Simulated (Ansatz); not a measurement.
## Structural relaxation of C(111) slab, H on both faces (192 atoms)

Wanted: the relaxed structure of C(111) slab, H on both faces (192 atoms) and its electronic structure.

Main program and level: Ansatz 0.2.0; Kohn-Sham DFT, PBE+D4, PAW (set soft_2), plane waves.

### Step 1. The starting structure

The cell holds 192 atoms: 160 C and 32 H. Cell: a = 10.089 Å, b = 10.089 Å, c = 22.932 Å, α = 90.0°, β = 90.0°, γ = 120.0°. It derives from C (diamond-structure). Diamond-structure C (a = 3.567 Å), (111) slab of 10 atomic planes, 4 x 4 surface cells, H on the broken bonds of both faces, 12 Å of vacuum; displaced by a Gaussian of 0.02 Å. Regions: slab, 160 atoms (160 C); hydrogen, 32 atoms (32 H). Vacuum lies along c.

What the set-up can't give: Sampling is at Γ alone, for a cell whose shortest periodic width is 9 Å.

### Step 2. Single point at the start

The forces at the start show how far the geometry lies from a minimum of this functional.

Contents of input.yaml:

```yaml
crystal:
  lattice:
    - [10.089, 0.0, 0.0]
    - [-5.0445, 8.73733, 0.0]
    - [0.0, 0.0, 22.93249]
  atoms:
    - { symbol: C, position: [0.33221, 0.91715, 0.33254] }
    - { symbol: C, position: [0.25004, 0.00018, 0.31052] }
    - { symbol: C, position: [0.16243, 0.82963, 0.42126] }
    - { symbol: C, position: [0.33217, 0.91389, 0.40022] }
    - { symbol: C, position: [0.25346, 0.00139, 0.51094] }
    - { symbol: C, position: [0.16704, 0.83509, 0.4889] }
    - { symbol: C, position: [0.33305, 0.91793, 0.60258] }
    - { symbol: C, position: [0.24664, 0.00011, 0.57814] }
    - { symbol: C, position: [0.1651, 0.83373, 0.68877] }
    - { symbol: C, position: [0.32822, 0.9147, 0.66881] }
    - { symbol: C, position: [0.33626, 0.669, 0.33227] }
    - { symbol: C, position: [0.25573, 0.75157, 0.30924] }
    - { symbol: C, position: [0.16428, 0.58128, 0.42179] }
    - { symbol: C, position: [0.33182, 0.66689, 0.3985] }
    - { symbol: C, position: [0.24901, 0.74903, 0.51066] }
    - { symbol: C, position: [0.17128, 0.58525, 0.4894] }
    - { symbol: C, position: [0.3322, 0.66653, 0.60249] }
    - { symbol: C, position: [0.25298, 0.75051, 0.57943] }
    - { symbol: C, position: [0.16924, 0.58609, 0.69025] }
    - { symbol: C, position: [0.33397, 0.6653, 0.66859] }
    - { symbol: C, position: [0.58493, 0.92332, 0.33079] }
    - { symbol: C, position: [0.50117, 0.00275, 0.30982] }
    - { symbol: C, position: [0.41856, 0.8333, 0.42141] }
    - { symbol: C, position: [0.58574, 0.91718, 0.39839] }
    - { symbol: C, position: [0.49476, 0.00039, 0.51058] }
    - { symbol: C, position: [0.41655, 0.83207, 0.48696] }
    - { symbol: C, position: [0.58277, 0.91396, 0.59983] }
    - { symbol: C, position: [0.5021, 7.0e-05, 0.57884] }
    - { symbol: C, position: [0.418, 0.83373, 0.69047] }
    - { symbol: C, position: [0.58256, 0.92018, 0.66888] }
    - { symbol: C, position: [0.33367, 0.41604, 0.33261] }
    - { symbol: C, position: [0.24755, 0.50082, 0.3095] }
    [... 154 atom lines left out ...]
    - { symbol: H, position: [0.74785, 0.24833, 0.2608] }
    - { symbol: H, position: [0.66892, 0.0805, 0.73797] }
    - { symbol: H, position: [0.99957, 0.4975, 0.26203] }
    - { symbol: H, position: [0.91849, 0.33457, 0.73731] }
    - { symbol: H, position: [0.99922, 0.24993, 0.26317] }
    - { symbol: H, position: [0.91559, 0.08214, 0.73809] }
kpoints:
  mp_grid: { grid: [1, 1, 1] }
hamiltonian:
  xc: pbe
  dispersion: d4
scf:
  occupations: { method: gaussian, width: 0.05 }
output:
  forces: true
  populations: intrinsic
  dos:
    method: { smearing: { sigma: 0.08 } }
    de: 0.1
    projected:
      site_lists:
        C: [C]
        H: [H]
        hydrogen: [160, 161, 162, 163, 164, 165, 166, 167, 168, 169, 170, 171, 172, 173, 174, 175, 176, 177, 178, 179, 180, 181, 182, 183, 184, 185, 186, 187, 188, 189, 190, 191]
  eigenvalues: true
```

On the command line:

```bash
$ ansatz run input.yaml --threads 4 --pin off --max-ram 8192MiB --backend cpu --events-out ev --progress --plain --runs-dir out
```

Numbers of over 12 decimals in the logs are rounded to 6 here.

Output:

```text
Engine: ansatz 0.2.0, aarch64-unknown-linux-gnu
Pseudopotentials: kind: paw
Pseudopotential: C, paw, valence charge 4, recommended cutoff 420 eV (normal), C.paw.azcp
Pseudopotential: H, paw, valence charge 1, recommended cutoff 420 eV (normal), H.paw.azcp
[... 5 lines on functional and potentials left out ...]
Crystal: 192 atoms, lattice volume = 2021.520 Å³
Basis set: ecut = 420 eV, 39449 PW (Γ), exchange–correlation on 144×144×320 points (8 copies of the dense FFT grid, shifted against one another)
Bands: 528, of which v1, the nominal top of the filled ones, is band 336 counted from 1 (335 counted from 0)
Symmetry: 1 space group operations
Space group: P1 (ITA 1), of the structure as read, at distance tolerance 1.3e-4 Å
k-points: 1
[... 5 lines on functional and potentials left out ...]
Initial density: superposition of atomic densities (neutral atoms: chi_scale 0, normalization atom), corrected by the library's trained network
Initial wavefunctions: pseudopotential atomic-orbital guess
Functional: x = pbe(κ = 0.804, μ = 0.219515), c = pbe(β = 0.066725)
SCF iter   1: F=—  HF=-40669.183486 eV  |F-HF|=—  |Δ(HF+E_count)|=         —  Δρ=3.44e-3  dr2=1.47e0  ethr=1.77e-3  ⟨swp⟩=7.0  Hψ=2691  notcnv=0  defer=154
preconditioner: auto → Resta (q_TF=auto, 2.271 Å⁻¹)  ε∞=2.7  [insulator: Δε(μ)=3.191 eV  Ē_g=16.276 eV  σ=0.050 eV  W_gap=1.00  n_scr=400 (ndim 8)  ℏωp=21.4 eV  f_vac=0.447  D(μ)=0.00/eV (n_scr^D=0)  ε∞_Penn≈2.7  vacuum switching on, ρ_ref=1.9e-2 e/Å³]
SCF iter   2: F=—  HF=-40668.897597 eV  |F-HF|=—  |Δ(HF+E_count)|=   2.86e-1  Δρ=2.73e-3  dr2=1.12e-1  ethr=2.19e-4  ⟨swp⟩=2.0  Hψ=685  notcnv=0  defer=187
SCF iter   3: F=—  HF=-40668.895357 eV  |F-HF|=—  |Δ(HF+E_count)|=   2.24e-3  Δρ=1.28e-3  dr2=2.21e-2  ethr=1.67e-5  ⟨swp⟩=2.0  Hψ=598  notcnv=0  defer=187
SCF iter   4: F=—  HF=-40668.897663 eV  |F-HF|=—  |Δ(HF+E_count)|=   2.31e-3  Δρ=2.36e-4  dr2=1.38e-3  ethr=3.29e-6  ⟨swp⟩=3.0  Hψ=682  notcnv=0  defer=187
SCF iter   5: F=—  HF=-40668.897466 eV  |F-HF|=—  |Δ(HF+E_count)|=   1.97e-4  Δρ=8.40e-5  dr2=1.04e-4  ethr=2.06e-7  ⟨swp⟩=2.0  Hψ=676  notcnv=0  defer=187
SCF iter   6: F=—  HF=-40668.897622 eV  |F-HF|=—  |Δ(HF+E_count)|=   1.55e-4  Δρ=3.03e-5  dr2=1.88e-5  ethr=1.55e-8  ⟨swp⟩=3.0  Hψ=682  notcnv=0  defer=187
SCF iter   7: F=—  HF=-40668.897594 eV  |F-HF|=—  |Δ(HF+E_count)|=   2.76e-5  Δρ=4.65e-6  dr2=6.04e-7  ethr=2.80e-9  ⟨swp⟩=2.0  Hψ=859  notcnv=0  defer=187
SCF iter   8: F=-40668.897594 eV  HF=-40668.897594 eV  |F-HF|=4.75e-8  |Δ(HF+E_count)|=   1.90e-7  Δρ=1.51e-6  dr2=8.03e-8  ethr=1.49e-11  ⟨swp⟩=26.0  Hψ=5094  notcnv=0
SCF 1 converged in 8 iterations: F = -40668.897594 eV  dr2 = 8.03e-8
  greatest PAW one-centre occupation: 0.655 electrons in one spin orbital (limit 2), on the C atom at site 68 (counted from 0), in its partial waves of l = 0
SCF converged after 8 iterations
Free energy (F): -40668.897594 eV
Harris-Foulkes:  -40668.897594 eV  (|F-HF|=4.75e-8)
Internal energy: -40668.897594 eV  (E = F + TS)
E sigma→0 (E₀):  -40668.897594 eV
Fermi energy:    5.585083 eV
--- Per-component energies (eV) ---
  E_band       = -2946.881339
  E_kinetic    = 15224.070587
  E_local      = -508283.725328  (includes V_loc(G=0)·N_el)
  E_nonlocal   = 4323.362269
  E_hartree    = 248462.398065
  E_xc         = -8077.747314
  E_vxc        = -10039.593110  (∫ρ·V_xc dr)
  E_paw        = -15899.314834  (= ΣΔE_a)
  E_vpaw       = -1095.579972  (= ΣTr[D̂ρ^β])
  E_aug_tail   = -0.042698  (compensation charges beyond the density's cutoff)
  E_ewald      = 223613.359616
  E_disp       = -31.257956  (pairwise vdW)
  E_smearing   = -0.000000  (= −TS)
  E_closure    = -0.000000  (closes the sum)
  Σ components = -40668.897594   (vs F -40668.897594, Δ=0.00e0)
--- Forces (eV/Å), atoms counted from 1 ---
  atom   1  C      0.93029410    -0.05037727    -0.95759137
  atom   2  C     -0.72139995    -0.03302101     0.69927260
  atom   3  C      1.03346802     0.95764732     0.47266855
  atom   4  C     -0.36415424     0.52441313    -0.89462497
  atom   5  C     -1.41860976    -0.85712647     0.02412621
  atom   6  C      0.08808695    -1.05509386     0.02219200
  atom   7  C      0.36157078    -0.27912268    -1.50739316
  atom   8  C      2.26162886    -0.02530798     0.44558934
  atom   9  C     -0.16562066    -0.67633517     0.89308086
  atom  10  C      1.57178431     0.34789977     0.18192403
  atom  11  C     -0.00479491    -0.55804755    -1.45755412
  atom  12  C     -1.70401947     0.19029558     1.20228884
  atom  13  C      0.82095983     0.72798095    -0.06335496
  atom  14  C      0.95909171     0.05977082     0.77859265
[...]
atom 191  H      0.00265560     0.06632546    -1.00633997
  atom 192  H      0.16019053     0.07077658     1.93080040
  max |Σ_I F_I| component: 3.69e-5 eV/Å
--- Band table (eV) ---
  k-point 0: bands = ["-16.8274", "-16.1539", "-15.3770", "-15.3633", [... 512 levels ...], "13.8598", "13.8950", "13.9475", "13.9643", "14.0318", "14.1217", "14.1552", "14.1849", "14.2228", "14.2387", "14.2582", "14.2652"]
--- intrinsic populations: 192 sites ---
  site symbol       q [e]
     0      C      3.9808
     1      C      4.1554
     2      C      3.9998
[...]
191      H      0.8398
  spilling = -0.000000 (of n_electrons = 672.000000)
```

Wall time 49 s (4 threads of Arm Neoverse V2, shared host); peak memory 2.9 GiB.

Numbers from this run:

* free energy: -40668.8976 eV
* free energy per atom: -211.8172 eV/atom
* SCF cycles: 8
* r.m.s. force component: 0.9904 eV/Å
* longest force: 4.565 eV/Å
* Fermi energy: 5.585 eV
* gap (highest filled to lowest empty level): 2.573 eV

The r.m.s. force component of 0.99 eV/Å sets the starting point.

Length of the force by element:

| element | coordination | atoms | mean length of the force (eV/Å) | spread | least | most |
| --- | --- | --- | --- | --- | --- | --- |
| C | all | 160 | 1.69 | 0.704 | 0.194 | 4.57 |
| H | all | 32 | 0.750 | 0.556 | 0.0817 | 2.10 |

### Step 3. Relaxation

The atoms are relaxed in the fixed cell, aiming at the force tolerance of the input.

input.yaml, the sections that differ from step 2:

```yaml
output:
  forces: true
relax:
  f_tol: 0.05
  max_steps: 200
# crystal, kpoints, hamiltonian, scf: as in step 2
```

Output:

```text
[...]
Crystal: 192 atoms, lattice volume = 2021.520 Å³
Basis set: ecut = 420 eV, 39449 PW (Γ), exchange–correlation on 144×144×320 points (8 copies of the dense FFT grid, shifted against one another)
Bands: 528, of which v1, the nominal top of the filled ones, is band 336 counted from 1 (335 counted from 0)
Symmetry: 1 space group operations
[...]
k-points: 1
[...]
SCF iter   1: F=—  HF=-40669.183489 eV  |F-HF|=—  |Δ(HF+E_count)|=         —  Δρ=3.44e-3  dr2=1.47e0  ethr=1.77e-3  ⟨swp⟩=7.0  Hψ=2691  notcnv=0  defer=154
[...]
SCF iter   6: F=-40668.897585 eV  HF=-40668.897594 eV  |F-HF|=8.77e-6  |Δ(HF+E_count)|=   8.14e-5  Δρ=2.84e-5  dr2=1.74e-5  ethr=9.30e-9  ⟨swp⟩=2.0  Hψ=1711  notcnv=0
SCF 1 converged in 6 iterations: F = -40668.897585 eV  dr2 = 1.74e-5
[...]
relax step   1: F+E_penalty+E_count = -40668.89758541 eV  Δ(F+E_penalty+E_count) = +0.000e0 eV  max|allowed force component| = 4.072e0 eV/Å  Δτ_max = 0.0000 Å  (6 SCF iters, dr2 threshold 6.25e-5 eV, accepted)
[...]
relax step   2: F+E_penalty+E_count = -40673.12308862 eV  Δ(F+E_penalty+E_count) = -4.226e0 eV  max|allowed force component| = 1.071e0 eV/Å  Δτ_max = 0.0776 Å  (5 SCF iters, dr2 threshold 1.00e-4 eV, accepted)
[...]
relax step   3: F+E_penalty+E_count = -40673.89374677 eV  Δ(F+E_penalty+E_count) = -7.707e-1 eV  max|allowed force component| = 2.415e-2 eV/Å  Δτ_max = 0.0389 Å  (5 SCF iters, dr2 threshold 7.17e-5 eV, accepted)
[...]
relax step   4: F+E_penalty+E_count = -40673.89375099 eV  Δ(F+E_penalty+E_count) = -4.217e-6 eV  max|allowed force component| = 2.458e-2 eV/Å  Δτ_max = 0.0000 Å  (4 SCF iters, accepted)
SCF converged after 4 iterations
Free energy (F): -40673.893751 eV
[...]
Internal energy: -40673.893751 eV  (E = F + TS)
E sigma→0 (E₀):  -40673.893751 eV
Fermi energy:    5.519614 eV
[...]
--- Forces (eV/Å), atoms counted from 1 ---
  atom   1  C      0.00341905     0.00487984     0.00068539
  atom   2  C      0.00090962    -0.00496465    -0.00864801
  atom   3  C      0.00147450    -0.00797453    -0.00562536
  atom   4  C     -0.00383069     0.00307333     0.01365857
  atom   5  C     -0.01021910     0.01195256     0.00235201
  atom   6  C      0.00385302    -0.00574654    -0.00310644
  atom   7  C      0.00841510     0.00645217     0.00159974
  atom   8  C      0.00601350    -0.00655836     0.00911647
  atom   9  C      0.00032793     0.00698718     0.00258494
  atom  10  C      0.01154712     0.00804660    -0.00708170
  atom  11  C     -0.00228483     0.00026653     0.00351486
  atom  12  C     -0.00057823     0.00370455    -0.00975591
  atom  13  C      0.00970254     0.00082667    -0.00327240
  atom  14  C     -0.00782788    -0.00360477     0.00502101
[...]
atom 191  H      0.00095617     0.00284019     0.00585327
  atom 192  H      0.00545519     0.00238037    -0.01877677
  max |Σ_I F_I| component: 2.50e-5 eV/Å
--- Relaxed structure (4 steps of the walk, 4 accepted, 0 SCFs on fresh bases) ---
  F+E_penalty+E_count = -40673.89375099 eV   max|allowed force component| = 2.458e-2 eV/Å
  atoms:
    - { symbol: C, position: [0.333610, 0.916689, 0.331940] }
    - { symbol: C, position: [0.250262, 2.6853545059463325e-5, 0.310866] }
    - { symbol: C, position: [0.166962, 0.833399, 0.421681] }
    - { symbol: C, position: [0.333631, 0.916713, 0.399434] }
[...]
- { symbol: H, position: [0.916814, 0.083302, 0.737462] }
```

It took 83 s on 4 threads; peak memory 2.8 GiB; 5.3 min of CPU time.

Relaxation path:

| step | energy less that of the first step (eV) | largest force component (eV/Å) |
| --- | --- | --- |
| 1 | 0.0000 | 4.0722 |
| 2 | -4.2255 | 1.0711 |
| 3 | -4.9962 | 0.0242 |
| 4 | -4.9962 | 0.0246 |

The atoms that moved most (Å):

| atom | dx | dy | dz | length |
| --- | --- | --- | --- | --- |
| C159 | -0.058 | -0.032 | -0.079 | 0.103 |
| C112 | 0.011 | -0.011 | 0.079 | 0.080 |
| C105 | 0.067 | -0.030 | 0.031 | 0.080 |
| C129 | 0.005 | 0.015 | -0.073 | 0.075 |
| H172 | 0.035 | 0.030 | -0.054 | 0.071 |
| C87 | 0.035 | 0.021 | -0.056 | 0.070 |
| C53 | -0.056 | -0.034 | -0.017 | 0.068 |
| C21 | 0.020 | -0.058 | 0.026 | 0.067 |

The relaxation changed the energy by -26.0 meV/atom, and atoms moved by 0.039 Å r.m.s., 0.10 Å at most.

### Step 4. Local order after relaxation

Bonds before and after, by the cutoffs listed below:

| pair | bonds before | bonds after | mean before (Å) | mean after (Å) | spread before (Å) | spread after (Å) |
| --- | --- | --- | --- | --- | --- | --- |
| C-C | 304 | 304 | 1.545 | 1.540 | 0.027 | 0.005 |
| C-H | 32 | 32 | 1.096 | 1.109 | 0.028 | 0.000 |

Normalised to the volume that the atoms fill. Pair distribution functions g(r), in bins of 0.1 Å:

| r (Å) | total | C-C | C-H | H-H |
| --- | --- | --- | --- | --- |
| 1.05 | 0.00 | 0.00 | 0.00 | 0.00 |
| 1.15 | 1.24 | 0.00 | 4.47 | 0.00 |
| 1.25 | 0.00 | 0.00 | 0.00 | 0.00 |
| 1.35 | 0.00 | 0.00 | 0.00 | 0.00 |
| 1.45 | 0.00 | 0.00 | 0.00 | 0.00 |
| 1.55 | 6.41 | 9.24 | 0.00 | 0.00 |
| 1.65 | 0.00 | 0.00 | 0.00 | 0.00 |
| 1.75 | 0.00 | 0.00 | 0.00 | 0.00 |
| 1.85 | 0.00 | 0.00 | 0.00 | 0.00 |
| 1.95 | 0.00 | 0.00 | 0.00 | 0.00 |
| 2.05 | 0.00 | 0.00 | 0.00 | 0.00 |
| 2.15 | 1.00 | 0.00 | 3.58 | 0.00 |
| 2.25 | 0.00 | 0.00 | 0.00 | 0.00 |
| 2.35 | 0.00 | 0.00 | 0.00 | 0.00 |
| 2.45 | 0.69 | 0.99 | 0.00 | 0.00 |
| 2.55 | 6.73 | 8.62 | 0.00 | 26.60 |
| 2.65 | 0.00 | 0.00 | 0.00 | 0.00 |
| 2.75 | 1.22 | 0.00 | 4.40 | 0.00 |
| 2.85 | 0.00 | 0.00 | 0.00 | 0.00 |
| 2.95 | 4.56 | 6.57 | 0.00 | 0.00 |
| 3.05 | 0.00 | 0.00 | 0.00 | 0.00 |
| 3.15 | 0.00 | 0.00 | 0.00 | 0.00 |
| 3.25 | 0.00 | 0.00 | 0.00 | 0.00 |
| 3.35 | 0.43 | 0.00 | 1.53 | 0.00 |
| 3.45 | 0.39 | 0.00 | 1.40 | 0.00 |
| 3.55 | 1.47 | 2.12 | 0.00 | 0.00 |
| 3.65 | 0.00 | 0.00 | 0.00 | 0.00 |
| 3.75 | 0.00 | 0.00 | 0.00 | 0.00 |
| 3.85 | 2.67 | 3.84 | 0.00 | 0.00 |
| 3.95 | 0.31 | 0.00 | 1.10 | 0.00 |
| 4.05 | 0.00 | 0.00 | 0.00 | 0.00 |
| 4.15 | 0.54 | 0.00 | 1.95 | 0.00 |
| 4.25 | 0.26 | 0.00 | 0.93 | 0.00 |
| 4.35 | 4.19 | 5.68 | 0.00 | 8.86 |
| 4.45 | 0.00 | 0.00 | 0.00 | 0.00 |
| 4.55 | 0.54 | 0.11 | 1.66 | 0.00 |
| 4.65 | 2.34 | 3.07 | 0.78 | 0.00 |
| 4.75 | 0.00 | 0.00 | 0.00 | 0.00 |
| 4.85 | 0.00 | 0.00 | 0.00 | 0.00 |
| 4.95 | 0.38 | 0.00 | 1.37 | 0.00 |
| 5.05 | 1.68 | 2.15 | 0.00 | 6.72 |
| 5.15 | 0.35 | 0.00 | 1.27 | 0.00 |
| 5.25 | 2.55 | 3.67 | 0.00 | 0.00 |
| 5.35 | 0.49 | 0.00 | 1.78 | 0.00 |

Bonds by pair of elements; cutoffs follow the first minimum of g(r), held within bounds set by covalent radii, and pairs that aren't listed don't count as bonded:

| pair A-B | cutoff (Å) | bonds | mean length (Å) | spread (Å) | shortest (Å) | B about A | A about B |
| --- | --- | --- | --- | --- | --- | --- | --- |
| C-C | 1.85 | 304 | 1.54 | 0.005 | 1.53 | 3.8 | 3.8 |
| C-H | 1.34 | 32 | 1.11 | 0 | 1.11 | 0.2 | 1 |

How many atoms have how many bonded neighbours:

| element | mean | 1 | 4 |
| --- | --- | --- | --- |
| C | 4 | 0 | 160 |
| H | 1 | 32 | 0 |

Bond angles, per cent of each kind in bins of 5°:

| angle (°) | C-C-C | C-C-H |
| --- | --- | --- |
| 105–110 | 77.8 | 100.0 |
| 110–115 | 22.2 | 0.0 |

Bond angles (no mean is given where the spread exceeds 20°):

| angle | count | mean (°) | spread (°) |
| --- | --- | --- | --- |
| C-C-C | 864 | 110 | 0.6 |
| C-C-H | 96 | 108 | 0 |

For some of the pairs, g(r) has its first main peak near 1.52 Å (C-C), 1.12 Å (C-H) and 2.52 Å (H-H). With the cutoffs above, all C atoms have 4 and all H atoms have 1 bonded neighbour. The C-C-C angle averages 110° with a spread of 0.6°.

(Continued in part 2 of 2.)

[Logs are printed without paths, hosts, clocks, repeated set-up lines and the standing remarks that a program may print on its own settings, such as how far it seeks lower states.]

[Hosts, paths, dates, database ids (printed as entryN), source tags and the programs' standing remarks are cut or masked in the printed files.]
